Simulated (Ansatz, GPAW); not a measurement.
**STM contrast on Ba/Mo(110)**

What would a tunnelling microscope show on Ba/Mo(110)?

Calculated with GPAW 26.7.0 and Ansatz 0.2.0; Ansatz plane waves; slab in vacuum with a dipole correction, relaxation; PAW set soft_1, in the first sound run; inputs show where later runs differ.

## (1) Starting point

The cell holds 17 atoms: 16 Mo and 1 Ba. Cell: a = 5.456 Å, b = 5.456 Å, c = 26.248 Å, α = 90.0°, β = 90.0°, γ = 70.5°. Vacuum lies along c.

## (2) Relaxing the atoms

The atoms are relaxed first, since the surface dipole, and with it the work function, follows the positions of the outer layers. The lowest 12 atoms are held at bulk positions and keep their forces.

File input.yaml:

```yaml
crystal:
  lattice:
    - [4.4547727215, -3.15, 0.0]
    - [4.4547727215, 3.15, 0.0]
    - [0.0, 0.0, 26.2483430721]
  atoms:
    - { symbol: Mo, position: [0.0, 0.0, 0.3047811429] }
    - { symbol: Mo, position: [0.25, 0.25, 0.389639313] }
    - { symbol: Mo, position: [0.0, 0.0, 0.474497483] }
    - { symbol: Mo, position: [0.25, 0.25, 0.5593556531] }
    - { symbol: Mo, position: [0.0, 0.5, 0.3047811429] }
    - { symbol: Mo, position: [0.25, 0.75, 0.389639313] }
    - { symbol: Mo, position: [0.0, 0.5, 0.474497483] }
    - { symbol: Mo, position: [0.25, 0.75, 0.5593556531] }
    - { symbol: Mo, position: [0.5, 0.0, 0.3047811429] }
    - { symbol: Mo, position: [0.75, 0.25, 0.389639313] }
    - { symbol: Mo, position: [0.5, 0.0, 0.474497483] }
    - { symbol: Mo, position: [0.75, 0.25, 0.5593556531] }
    - { symbol: Mo, position: [0.5, 0.5, 0.3047811429] }
    - { symbol: Mo, position: [0.75, 0.75, 0.389639313] }
    - { symbol: Mo, position: [0.5, 0.5, 0.474497483] }
    - { symbol: Mo, position: [0.75, 0.75, 0.5593556531] }
    - { symbol: Ba, position: [0.42, 0.42, 0.6952188571] }
kpoints:
  mp_grid: { grid: [6, 6, 1] }
hamiltonian:
  xc: pbe
  pseudopotentials: { kind: paw, azcp: { folder: soft_1 } }
scf:
  occupations: { method: fermi_dirac, width: 0.1 }
efield:
  axis: 3
  dipole_correction: true
  ramp_width: 0.05
relax:
  f_tol: 0.02
  max_steps: 60
  constraints: [{ sites: [0, 1, 2, 4, 5, 6, 8, 9, 10, 12, 13, 14] }]
output:
  write_potential: true
  write_density: true
  volumetric_format: npy
```

Started as:

```sh
$ ansatz run input.yaml --threads 4 --pin off --max-ram 8192MiB --backend cpu --events-out ev --progress --plain --runs-dir out
```

Numbers of over 12 decimals in the logs are rounded to 6 here.

The program printed:

```text
Engine: ansatz 0.2.0, aarch64-unknown-linux-gnu
Pseudopotentials: kind: paw
Pseudopotential: Mo, paw, valence charge 14, recommended cutoff 420 eV (normal), soft_1/Mo.paw.azcp
Pseudopotential: Ba, paw, valence charge 10, recommended cutoff 420 eV (normal), soft_1/Ba.paw.azcp
Functional definition: PBE
  parameter kappa = 0.804
  parameter beta = 0.066725
  exchange = pbe_x(kappa = kappa, mu = beta*pi^2/3)
  correlation = pbe_c(beta = beta)
Crystal: 17 atoms, lattice volume = 736.662 Å³
Basis set: ecut = 420 eV, 14399 PW (Γ), exchange–correlation on 80×80×360 points (8 copies of the dense FFT grid, shifted against one another)
Bands: 141, of which v1, the nominal top of the filled ones, is band 117 counted from 1 (116 counted from 0)
Symmetry: 2 space group operations
Space group: Cm (ITA 8), of the structure as read, at distance tolerance 9.0e-5 Å
k-points: 13 of 36 (time reversal used)
Non-local potential: Mo, projectors of the file, l = 0: 3, l = 1: 2, l = 2: 2, l = 3: 1
Non-local potential: Ba, projectors of the file, l = 0: 3, l = 1: 2, l = 2: 2, l = 3: 2
PAW form: soft (Blöchl's): semilocal exchange-correlation on the pseudo side does not see the compensation charge
PAW one-centre angular grid: Mo, 590 points (default); XC on 64 Gauss nodes
PAW one-centre angular grid: Ba, 194 points (default); XC on 64 Gauss nodes
Initial density: superposition of atomic densities (neutral atoms: chi_scale 0, normalization atom)
Initial wavefunctions: pseudopotential atomic-orbital guess
Functional: x = pbe(κ = 0.804, μ = 0.219515), c = pbe(β = 0.066725)
SCF iter   1: F=—  HF=-85252.134010 eV  |F-HF|=—  |Δ(HF+E_count)|=         —  Δρ=5.94e-2  dr2=9.45e1  ethr=3.10e-3  p=0.000 e·Å  D=1.09e-8 V/Å  ΔV_dip=-0.00 eV  dr2_dipole=5.19e0  V_vac-E_F(+/−)=6.02/6.02 eV  ⟨swp⟩=9.8  Hψ=9340  notcnv=0
efield: sawtooth ramp at fractional position 0.9750 (placed from the atoms, in the widest stretch of the axis that holds none; the zero of the levels goes with the place), width 0.0500; the density the first Hamiltonian is built on has a dipole p = 0.000 e·Å; the dipole correction subtracts the counter field D = 1.09e-8 V/Å, which shifts the + side's vacuum level by -0.00 eV against the − side's; the planar-averaged density in the ramp window peaks in size at 1.4e-6 e/Å³
preconditioner: auto → LDOS  [metal: Δε(μ)=0.011 eV  Ē_g=4.837 eV  σ=0.100 eV  W_gap=0.03  n_scr=126 (ndim 8)  ℏωp=14.0 eV  f_vac=0.494  D(μ)=16.20/eV (n_scr^D=92)  β→1.0]
SCF iter   2: F=—  HF=-85297.379020 eV  |F-HF|=—  |Δ(HF+E_count)|=    4.52e1  Δρ=7.95e-2  dr2=4.11e3  ethr=3.10e-3  p=1.709 e·Å  D=4.20e-1 V/Å  ΔV_dip=-11.02 eV  dr2_dipole=4.51e3  V_vac-E_F(+/−)=-5.00/6.02 eV  ⟨swp⟩=32.5  Hψ=33997  notcnv=0  recentre
SCF iter   3: F=—  HF=-85245.368663 eV  |F-HF|=—  |Δ(HF+E_count)|=    5.20e1  Δρ=4.21e-2  dr2=6.03e1  ethr=3.10e-3  p=0.041 e·Å  D=1.01e-2 V/Å  ΔV_dip=-0.27 eV  dr2_dipole=5.64e0  V_vac-E_F(+/−)=5.66/5.92 eV  ⟨swp⟩=23.9  Hψ=18124  notcnv=0
SCF iter   4: F=—  HF=-85240.303971 eV  |F-HF|=—  |Δ(HF+E_count)|=    5.06e0  Δρ=1.76e-2  dr2=2.18e1  ethr=3.10e-3  p=-0.470 e·Å  D=-1.15e-1 V/Å  ΔV_dip=3.03 eV  dr2_dipole=7.05e0  V_vac-E_F(+/−)=8.49/5.52 eV  ⟨swp⟩=11.8  Hψ=6132  notcnv=0
SCF iter   5: F=—  HF=-85239.167398 eV  |F-HF|=—  |Δ(HF+E_count)|=    1.14e0  Δρ=4.26e-3  dr2=6.13e0  ethr=3.10e-3  p=-0.906 e·Å  D=-2.23e-1 V/Å  ΔV_dip=5.84 eV  dr2_dipole=6.51e0  V_vac-E_F(+/−)=10.73/5.01 eV  ⟨swp⟩=10.3  Hψ=5057  notcnv=0
SCF iter   6: F=—  HF=-85238.840677 eV  |F-HF|=—  |Δ(HF+E_count)|=   3.27e-1  Δρ=3.18e-3  dr2=4.68e0  ethr=2.62e-3  p=-0.809 e·Å  D=-1.99e-1 V/Å  ΔV_dip=5.21 eV  dr2_dipole=5.23e0  V_vac-E_F(+/−)=10.03/4.95 eV  ⟨swp⟩=2.5  Hψ=2142  notcnv=0
SCF iter   7: F=—  HF=-85237.810389 eV  |F-HF|=—  |Δ(HF+E_count)|=    1.03e0  Δρ=5.38e-3  dr2=4.82e0  ethr=2.00e-3  p=0.039 e·Å  D=9.55e-3 V/Å  ΔV_dip=-0.25 eV  dr2_dipole=2.59e0  V_vac-E_F(+/−)=4.53/4.85 eV  ⟨swp⟩=10.5  Hψ=6881  notcnv=0
SCF iter   8: F=—  HF=-85237.624546 eV  |F-HF|=—  |Δ(HF+E_count)|=   1.86e-1  Δρ=2.31e-3  dr2=6.23e-1  ethr=2.00e-3  p=0.219 e·Å  D=5.39e-2 V/Å  ΔV_dip=-1.41 eV  dr2_dipole=3.32e-1  V_vac-E_F(+/−)=3.36/4.79 eV  ⟨swp⟩=4.5  Hψ=2535  notcnv=0
SCF iter   9: F=—  HF=-85237.603039 eV  |F-HF|=—  |Δ(HF+E_count)|=   2.15e-2  Δρ=9.47e-4  dr2=1.60e-1  ethr=2.66e-4  p=0.295 e·Å  D=7.24e-2 V/Å  ΔV_dip=-1.90 eV  dr2_dipole=9.80e-2  V_vac-E_F(+/−)=2.84/4.74 eV  ⟨swp⟩=4.6  Hψ=2911  notcnv=0
SCF iter  10: F=—  HF=-85237.602074 eV  |F-HF|=—  |Δ(HF+E_count)|=   9.65e-4  Δρ=2.83e-4  dr2=6.68e-3  ethr=6.84e-5  p=0.304 e·Å  D=7.48e-2 V/Å  ΔV_dip=-1.96 eV  dr2_dipole=3.97e-3  V_vac-E_F(+/−)=2.73/4.69 eV  ⟨swp⟩=4.0  Hψ=2853  notcnv=0
SCF iter  11: F=—  HF=-85237.603842 eV  |F-HF|=—  |Δ(HF+E_count)|=   1.77e-3  Δρ=2.45e-4  dr2=1.99e-2  ethr=2.86e-6  p=0.334 e·Å  D=8.22e-2 V/Å  ΔV_dip=-2.16 eV  dr2_dipole=1.64e-2  V_vac-E_F(+/−)=2.52/4.68 eV  ⟨swp⟩=3.3  Hψ=2924  notcnv=0
SCF iter  12: F=—  HF=-85237.603384 eV  |F-HF|=—  |Δ(HF+E_count)|=   4.58e-4  Δρ=4.89e-5  dr2=4.91e-4  ethr=2.86e-6  p=0.322 e·Å  D=7.91e-2 V/Å  ΔV_dip=-2.08 eV  dr2_dipole=3.64e-4  V_vac-E_F(+/−)=2.59/4.67 eV  ⟨swp⟩=2.4  Hψ=2676  notcnv=0
SCF iter  13: F=—  HF=-85237.603399 eV  |F-HF|=—  |Δ(HF+E_count)|=   1.51e-5  Δρ=2.83e-5  dr2=1.41e-4  ethr=2.10e-7  p=0.323 e·Å  D=7.93e-2 V/Å  ΔV_dip=-2.08 eV  dr2_dipole=1.02e-4  V_vac-E_F(+/−)=2.58/4.67 eV  ⟨swp⟩=3.0  Hψ=2812  notcnv=0
SCF iter  14: F=-85237.603396 eV  HF=-85237.603398 eV  |F-HF|=2.16e-6  |Δ(HF+E_count)|=   9.83e-7  Δρ=8.79e-6  dr2=2.45e-6  ethr=4.27e-9  p=0.324 e·Å  D=7.95e-2 V/Å  ΔV_dip=-2.09 eV  dr2_dipole=1.25e-6  V_vac-E_F(+/−)=2.58/4.67 eV  ⟨swp⟩=16.9  Hψ=20015  notcnv=0
SCF 1 converged in 14 iterations: F = -85237.603396 eV  dr2 = 2.45e-6
  greatest PAW one-centre occupation: 0.999 electrons in one spin orbital (limit 2), on the Mo atom at site 1 (counted from 0), in its partial waves of l = 0
relax step   1: F+E_penalty+E_count = -85237.60339607 eV  Δ(F+E_penalty+E_count) = +0.000e0 eV  max|allowed force component| = 1.107e0 eV/Å  Δτ_max = 0.0000 Å  (14 SCF iters, dr2 threshold 1.00e-5 eV, accepted)
Initial density: handed on by an earlier stage of this run
Initial wavefunctions: those handed on with the density
iter 1 solved again at ethr=2.39e-4 eV; its pass at ethr=3.10e-3 eV (dr2=5.60e-1 eV) is discarded
SCF iter   1: F=—  HF=-85237.811364 eV  |F-HF|=—  |Δ(HF+E_count)|=         —  Δρ=3.77e-3  dr2=4.50e-1  ethr=2.39e-4  p=0.324 e·Å  D=7.95e-2 V/Å  ΔV_dip=-2.09 eV  dr2_dipole=2.86e-2  V_vac-E_F(+/−)=2.59/4.68 eV  ⟨swp⟩=2.1  Hψ=7386  notcnv=0
[...]
relax step   8: F+E_penalty+E_count = -85238.23202780 eV  Δ(F+E_penalty+E_count) = -2.297e-3 eV  max|allowed force component| = 1.062e-2 eV/Å  Δτ_max = 0.1035 Å  (8 SCF iters, accepted)
SCF iter   1: F=—  HF=-85238.232760 eV  |F-HF|=—  |Δ(HF+E_count)|=         —  Δρ=8.25e-4  dr2=1.21e-2  ethr=7.02e-5  p=0.398 e·Å  D=9.78e-2 V/Å  ΔV_dip=-2.57 eV  dr2_dipole=6.30e-4  V_vac-E_F(+/−)=2.08/4.64 eV  ⟨swp⟩=4.8  Hψ=3978  notcnv=0
efield: sawtooth ramp at fractional position 0.9750 (handed on by an earlier solve), width 0.0500; the density the first Hamiltonian is built on has a dipole p = 0.398 e·Å; the dipole correction subtracts the counter field D = 9.78e-2 V/Å, which shifts the + side's vacuum level by -2.57 eV against the − side's; the planar-averaged density in the ramp window peaks in size at 3.2e-6 e/Å³
preconditioner: auto → LDOS  [metal: Δε(μ)=0.019 eV  Ē_g=4.373 eV  σ=0.100 eV  W_gap=0.05  n_scr=126 (ndim 8)  ℏωp=14.0 eV  f_vac=0.534  D(μ)=15.05/eV (n_scr^D=90)  β→1.0]
SCF iter   2: F=—  HF=-85238.232202 eV  |F-HF|=—  |Δ(HF+E_count)|=   5.58e-4  Δρ=2.96e-4  dr2=2.28e-3  ethr=5.17e-6  p=0.400 e·Å  D=9.82e-2 V/Å  ΔV_dip=-2.58 eV  dr2_dipole=9.97e-4  V_vac-E_F(+/−)=2.07/4.64 eV  ⟨swp⟩=2.3  Hψ=2926  notcnv=0
SCF iter   3: F=—  HF=-85238.232250 eV  |F-HF|=—  |Δ(HF+E_count)|=   4.83e-5  Δρ=1.48e-4  dr2=4.76e-4  ethr=9.74e-7  p=0.399 e·Å  D=9.80e-2 V/Å  ΔV_dip=-2.57 eV  dr2_dipole=9.05e-5  V_vac-E_F(+/−)=2.07/4.64 eV  ⟨swp⟩=2.9  Hψ=3177  notcnv=0
SCF iter   4: F=—  HF=-85238.232204 eV  |F-HF|=—  |Δ(HF+E_count)|=   4.59e-5  Δρ=6.55e-5  dr2=9.18e-5  ethr=2.04e-7  p=0.399 e·Å  D=9.79e-2 V/Å  ΔV_dip=-2.57 eV  dr2_dipole=1.78e-5  V_vac-E_F(+/−)=2.07/4.64 eV  ⟨swp⟩=2.9  Hψ=3497  notcnv=0
SCF iter   5: F=—  HF=-85238.232401 eV  |F-HF|=—  |Δ(HF+E_count)|=   1.97e-4  Δρ=3.37e-5  dr2=1.34e-5  ethr=3.92e-8  p=0.398 e·Å  D=9.79e-2 V/Å  ΔV_dip=-2.57 eV  dr2_dipole=1.48e-6  V_vac-E_F(+/−)=2.07/4.64 eV  ⟨swp⟩=2.1  Hψ=2689  notcnv=0
SCF iter   6: F=—  HF=-85238.232401 eV  |F-HF|=—  |Δ(HF+E_count)|=   4.25e-7  Δρ=9.82e-6  dr2=1.33e-6  ethr=5.73e-9  p=0.398 e·Å  D=9.78e-2 V/Å  ΔV_dip=-2.57 eV  dr2_dipole=9.81e-9  V_vac-E_F(+/−)=2.07/4.64 eV  ⟨swp⟩=2.1  Hψ=3041  notcnv=0
SCF iter   7: F=—  HF=-85238.232401 eV  |F-HF|=—  |Δ(HF+E_count)|=   2.37e-7  Δρ=3.16e-6  dr2=1.88e-7  ethr=5.70e-10  p=0.398 e·Å  D=9.78e-2 V/Å  ΔV_dip=-2.57 eV  dr2_dipole=8.81e-10  V_vac-E_F(+/−)=2.07/4.64 eV  ⟨swp⟩=3.0  Hψ=3794  notcnv=0
SCF iter   8: F=-85238.232401 eV  HF=-85238.232401 eV  |F-HF|=2.96e-8  |Δ(HF+E_count)|=   6.99e-8  Δρ=8.97e-7  dr2=3.32e-8  ethr=4.27e-11  p=0.398 e·Å  D=9.78e-2 V/Å  ΔV_dip=-2.57 eV  dr2_dipole=1.31e-8  V_vac-E_F(+/−)=2.07/4.64 eV  ⟨swp⟩=11.9  Hψ=14637  notcnv=0
SCF 9 converged in 8 iterations: F = -85238.232401 eV  dr2 = 3.32e-8
relax step   9: F+E_penalty+E_count = -85238.23240132 eV  Δ(F+E_penalty+E_count) = -3.735e-4 eV  max|allowed force component| = 7.588e-3 eV/Å  Δτ_max = 0.0807 Å  (8 SCF iters, accepted)
NSCF: frozen V_eff on 13 k-points
the band table was solved once a step of the walk had ended and its energy, with any forces and stress, was formed, with the checks that follow a solve (8612 applications of the Hamiltonian). They found nothing against the state; the energy, forces and stress were not computed again (output.eigenvalues in the input reference)
WARN: The output density's exchange-correlation potential varies sharply where the density is thin. Do not read a vacuum level from v_tot or v_xc, or from such a field of the output density. On a cell that repeats whose density bears no net charge and no dipole along the vacuum's axis use v_es (v_loc + v_h of the components); under efield.dipole_correction with no amplitude use v_es + v_field, which holds any externa [...]
SCF converged after 8 iterations
Free energy (F): -85238.232401 eV
Harris-Foulkes:  -85238.232401 eV  (|F-HF|=2.96e-8)
Internal energy: -85237.726665 eV  (E = F + TS)
E sigma→0 (E₀):  -85237.979533 eV
Entropy (-TS):   -0.505736 eV (-29.749 meV/atom)
Fermi energy:    5.815043 eV
Dipole field:    D = 0.097750 V/Å  (p = 0.397945 e·Å, saw-weighted, corrected)
Work function:   Φ+ = 2.0756 eV   Φ− = 4.6415 eV
Levels:          The Fermi level and band energies are counted from a zero that moves with the ramp; work functions are not
--- Per-component energies (eV) ---
  E_band       = -4355.387578
  E_kinetic    = 6893.128262
  E_local      = -329904.454173  (includes V_loc(G=0)·N_el)
  E_nonlocal   = 2472.759715
  E_hartree    = 161186.580395
  E_xc         = -3003.788652
  E_vxc        = -3624.469962  (∫ρ·V_xc dr)
  E_paw        = -56586.132261  (= ΣΔE_a)
  E_vpaw       = -2600.663127  (= ΣTr[D̂ρ^β])
  E_aug_tail   = 0.000784  (compensation charges beyond the density's cutoff)
  E_efield     = 0.019450  (sawtooth field / dipole correction)
  E_vefield    = 35.080829  (∫n·V_field dr)
  E_ewald      = 133704.159817
  E_smearing   = -0.505736  (= −TS)
  E_closure    = -0.000000  (closes the sum)
  Σ components = -85238.232401   (vs F -85238.232401, Δ=0.00e0)
--- Forces (eV/Å), atoms counted from 1 ---
  atom   1  Mo    -0.00010167     0.00000000     0.51120866
  atom   2  Mo    -0.00931815     0.00000000    -0.54585669
  atom   3  Mo     0.00140557    -0.00000000     0.21115595
  atom   4  Mo     0.00087305    -0.00000000    -0.00465916
  atom   5  Mo     0.00006099    -0.00009355     0.48102553
  atom   6  Mo    -0.00002335    -0.02711812    -0.64923509
  atom   7  Mo    -0.00015281    -0.00188007     0.03288795
  atom   8  Mo    -0.00018945     0.00126655     0.00240818
  atom   9  Mo     0.00006099     0.00009355     0.48102553
  atom  10  Mo    -0.00002335     0.02711812    -0.64923509
  atom  11  Mo    -0.00015281     0.00188007     0.03288795
  atom  12  Mo    -0.00018945    -0.00126655     0.00240818
  atom  13  Mo     0.00005117    -0.00000000     0.54085027
  atom  14  Mo     0.00913985    -0.00000000    -0.54646405
  atom  15  Mo    -0.00095336     0.00000000     0.10011876
  atom  16  Mo     0.00106152     0.00000000    -0.00758848
  atom  17  Ba    -0.00155295     0.00000000     0.00710275
  max |Σ_I F_I| component: 4.12e-5 eV/Å
--- Band table (eV; the first three rows and the last of 13) ---
  k-point 0: bands = [... 113 lower, 6.2398, 6.4105, 6.4353, 6.4467, 6.6990, 6.7420, 6.7859, 6.9078, ... 20 higher]
  k-point 1: bands = [... 113 lower, 6.0615, 6.1284, 6.3170, 6.3617, 6.3991, 6.6072, 6.6346, 6.7298, ... 20 higher]
  k-point 2: bands = [... 113 lower, 5.3288, 5.4379, 5.6236, 5.6765, 6.0174, 6.2115, 6.2853, 6.3720, ... 20 higher]
  k-point 12: bands = [... 113 lower, 5.0062, 5.0963, 5.1137, 5.1140, 5.1239, 5.2821, 5.2963, 5.7060, ... 20 higher]
--- Relaxed structure (9 steps of the walk, 9 accepted, 0 SCFs on fresh bases) ---
  F+E_penalty+E_count = -85238.23240132 eV   max|allowed force component| = 7.588e-3 eV/Å
  atoms:
    - { symbol: Mo, position: [0.0, 0.0, 0.304781] }
    - { symbol: Mo, position: [0.25, 0.25, 0.389639] }
    - { symbol: Mo, position: [0.0, 0.0, 0.474497] }
    - { symbol: Mo, position: [0.252609, 0.252609, 0.558489] }
    - { symbol: Mo, position: [-5.551115123125783e-17, 0.5, 0.304781] }
    - { symbol: Mo, position: [0.250000, 0.75, 0.389639] }
    - { symbol: Mo, position: [-5.551115123125783e-17, 0.5, 0.474497] }
    - { symbol: Mo, position: [0.245522, 0.754489, 0.556971] }
    - { symbol: Mo, position: [0.5, -5.551115123125783e-17, 0.304781] }
    - { symbol: Mo, position: [0.75, 0.250000, 0.389639] }
    - { symbol: Mo, position: [0.5, -5.551115123125783e-17, 0.474497] }
    - { symbol: Mo, position: [0.754489, 0.245522, 0.556971] }
    - { symbol: Mo, position: [0.5, 0.5, 0.304781] }
    - { symbol: Mo, position: [0.750000, 0.750000, 0.389639] }
    - { symbol: Mo, position: [0.5, 0.5, 0.474497] }
    - { symbol: Mo, position: [0.747408, 0.747408, 0.558463] }
    - { symbol: Ba, position: [0.500961, 0.500961, 0.665062] }
```

Wall time 7.2 min (4 threads of Arm Neoverse V1, shared host); peak memory 2.5 GiB; 28 min of CPU time.

Relaxation path:

| step | energy less that of the first step (eV) | largest force component (eV/Å) |
| --- | --- | --- |
| 1 | 0.0000 | 1.1065 |
| 2 | -0.1868 | 1.0572 |
| 3 | -0.4007 | 0.8816 |
| 4 | -0.5497 | 0.5089 |
| 5 | -0.5988 | 0.2680 |
| 6 | -0.6179 | 0.0756 |
| 7 | -0.6263 | 0.0476 |
| 8 | -0.6286 | 0.0106 |
| 9 | -0.6290 | 0.0076 |

The run keeps the 2 symmetry operations that it works with, so distortions that break them were not tested.

The atoms that moved most (Å):

| atom | dx | dy | dz | length |
| --- | --- | --- | --- | --- |
| Ba17 | 0.721 | 0.000 | -0.792 | 1.071 |
| Mo8 | 0.000 | 0.028 | -0.063 | 0.069 |
| Mo12 | 0.000 | -0.028 | -0.063 | 0.069 |
| Mo16 | -0.023 | 0.000 | -0.023 | 0.033 |
| Mo4 | 0.023 | 0.000 | -0.023 | 0.033 |

Final coordinates:

```
Mo Ba
1.0
     4.45477   -3.15000    0.00000
     4.45477    3.15000    0.00000
     0.00000    0.00000   26.24834
Mo Ba
16 1
Direct
  0.00000 0.00000 0.30478
  0.25000 0.25000 0.38964
  0.00000 0.00000 0.47450
  0.25261 0.25261 0.55849
  0.00000 0.50000 0.30478
  0.25000 0.75000 0.38964
  0.00000 0.50000 0.47450
  0.24552 0.75449 0.55697
  0.50000 0.00000 0.30478
  0.75000 0.25000 0.38964
  0.50000 0.00000 0.47450
  0.75449 0.24552 0.55697
  0.50000 0.50000 0.30478
  0.75000 0.75000 0.38964
  0.50000 0.50000 0.47450
  0.74741 0.74741 0.55846
  0.50096 0.50096 0.66506
```

This step gave:

```
free energy             : -85238.2324 eV
smearing term TS        : 0.5057 eV
symmetry operations     : 2
upper work function     : 2.076 eV
lower work function     : 4.641 eV
dipole along the normal : 0.3979 e·Å
dipole field            : 0.09775 V/Å
vacuum level above      : 7.891 eV
vacuum level below      : 10.46 eV
```

The electrostatic potential energy of an electron (with the applied field's), less the Fermi level, planar mean oscillates, so the rows of the table below give means over windows of 1 Å about each position, cut where the curve ends. Its maxima inside the range that stand out by 2 % of the span (Å: eV): 1.0: 4.64, 9.0: -2.31, 11.4: -2.35, 13.6: -2.53, 16.2: 1.76. Its minima: 8.0: -22.6, 10.2: -23.1, 12.4: -22.9, 14.6: -22.5, 17.5: -5.34.

The electrostatic potential energy of an electron (with the applied field's), less the Fermi level, planar mean by z; means over each step:

z (Å), electrostatic potential energy of an electron (with the applied field's), less the Fermi level, planar mean (eV) and a bar from the least value:
```
        0        3.9 #############################
        1        4.6 ##############################
        2        4.6 ##############################
        3        4.6 ##############################
        4        4.6 ##############################
        5        4.6 ##############################
        6        3.9 #############################
        7       -3.0 ####################
        8      -19.4 
        9       -5.7 #################
       10      -18.4 #
       11       -8.6 #############
       12      -14.7 ######
       13      -12.9 ########
       14      -10.9 ###########
       15      -15.9 ####
       16        0.5 #########################
       17       -2.8 #####################
       18       -3.3 ####################
       19        0.8 #########################
       20        1.8 ##########################
       21        2.0 ###########################
       22        2.1 ###########################
       23        2.1 ###########################
       24        2.1 ###########################
       25        2.1 ###########################
       26        2.5 ###########################
```

The valence density, planar mean oscillates, so the rows of the table below give means over windows of 2.19 Å about each position, cut where the curve ends. Its maxima inside the range that stand out by 2 % of the span (Å: e/Å³): 8.0: 1.63, 10.2: 1.62, 12.4: 1.61, 14.6: 1.62, 17.4: 0.184. Its minima: 9.0: 0.329, 11.4: 0.322, 13.6: 0.342, 16.3: 0.0915.

Valence density, planar mean against z; means over each step:

| z (Å) | valence density, planar mean (e/Å³) |
| --- | --- |
| 3.29 | 7.1e-5 |
| 5.48 | 0.0127 |
| 7.67 | 0.837 |
| 9.86 | 0.902 |
| 12.05 | 0.902 |
| 14.24 | 0.909 |
| 16.43 | 0.172 |
| 18.62 | 0.0719 |
| 20.81 | 0.00140 |
| 23.00 | 6.2e-5 |

The relaxation lowered the energy of the cell by 0.629 eV.

[end of part 1 of 3]

[Logs are printed without paths, hosts, clocks, repeated set-up lines and the standing remarks that a program may print on its own settings, such as how far it seeks lower states.]

[Hosts, paths, dates, database ids (printed as entryN), source tags and the programs' standing remarks are cut or masked in the printed files.]
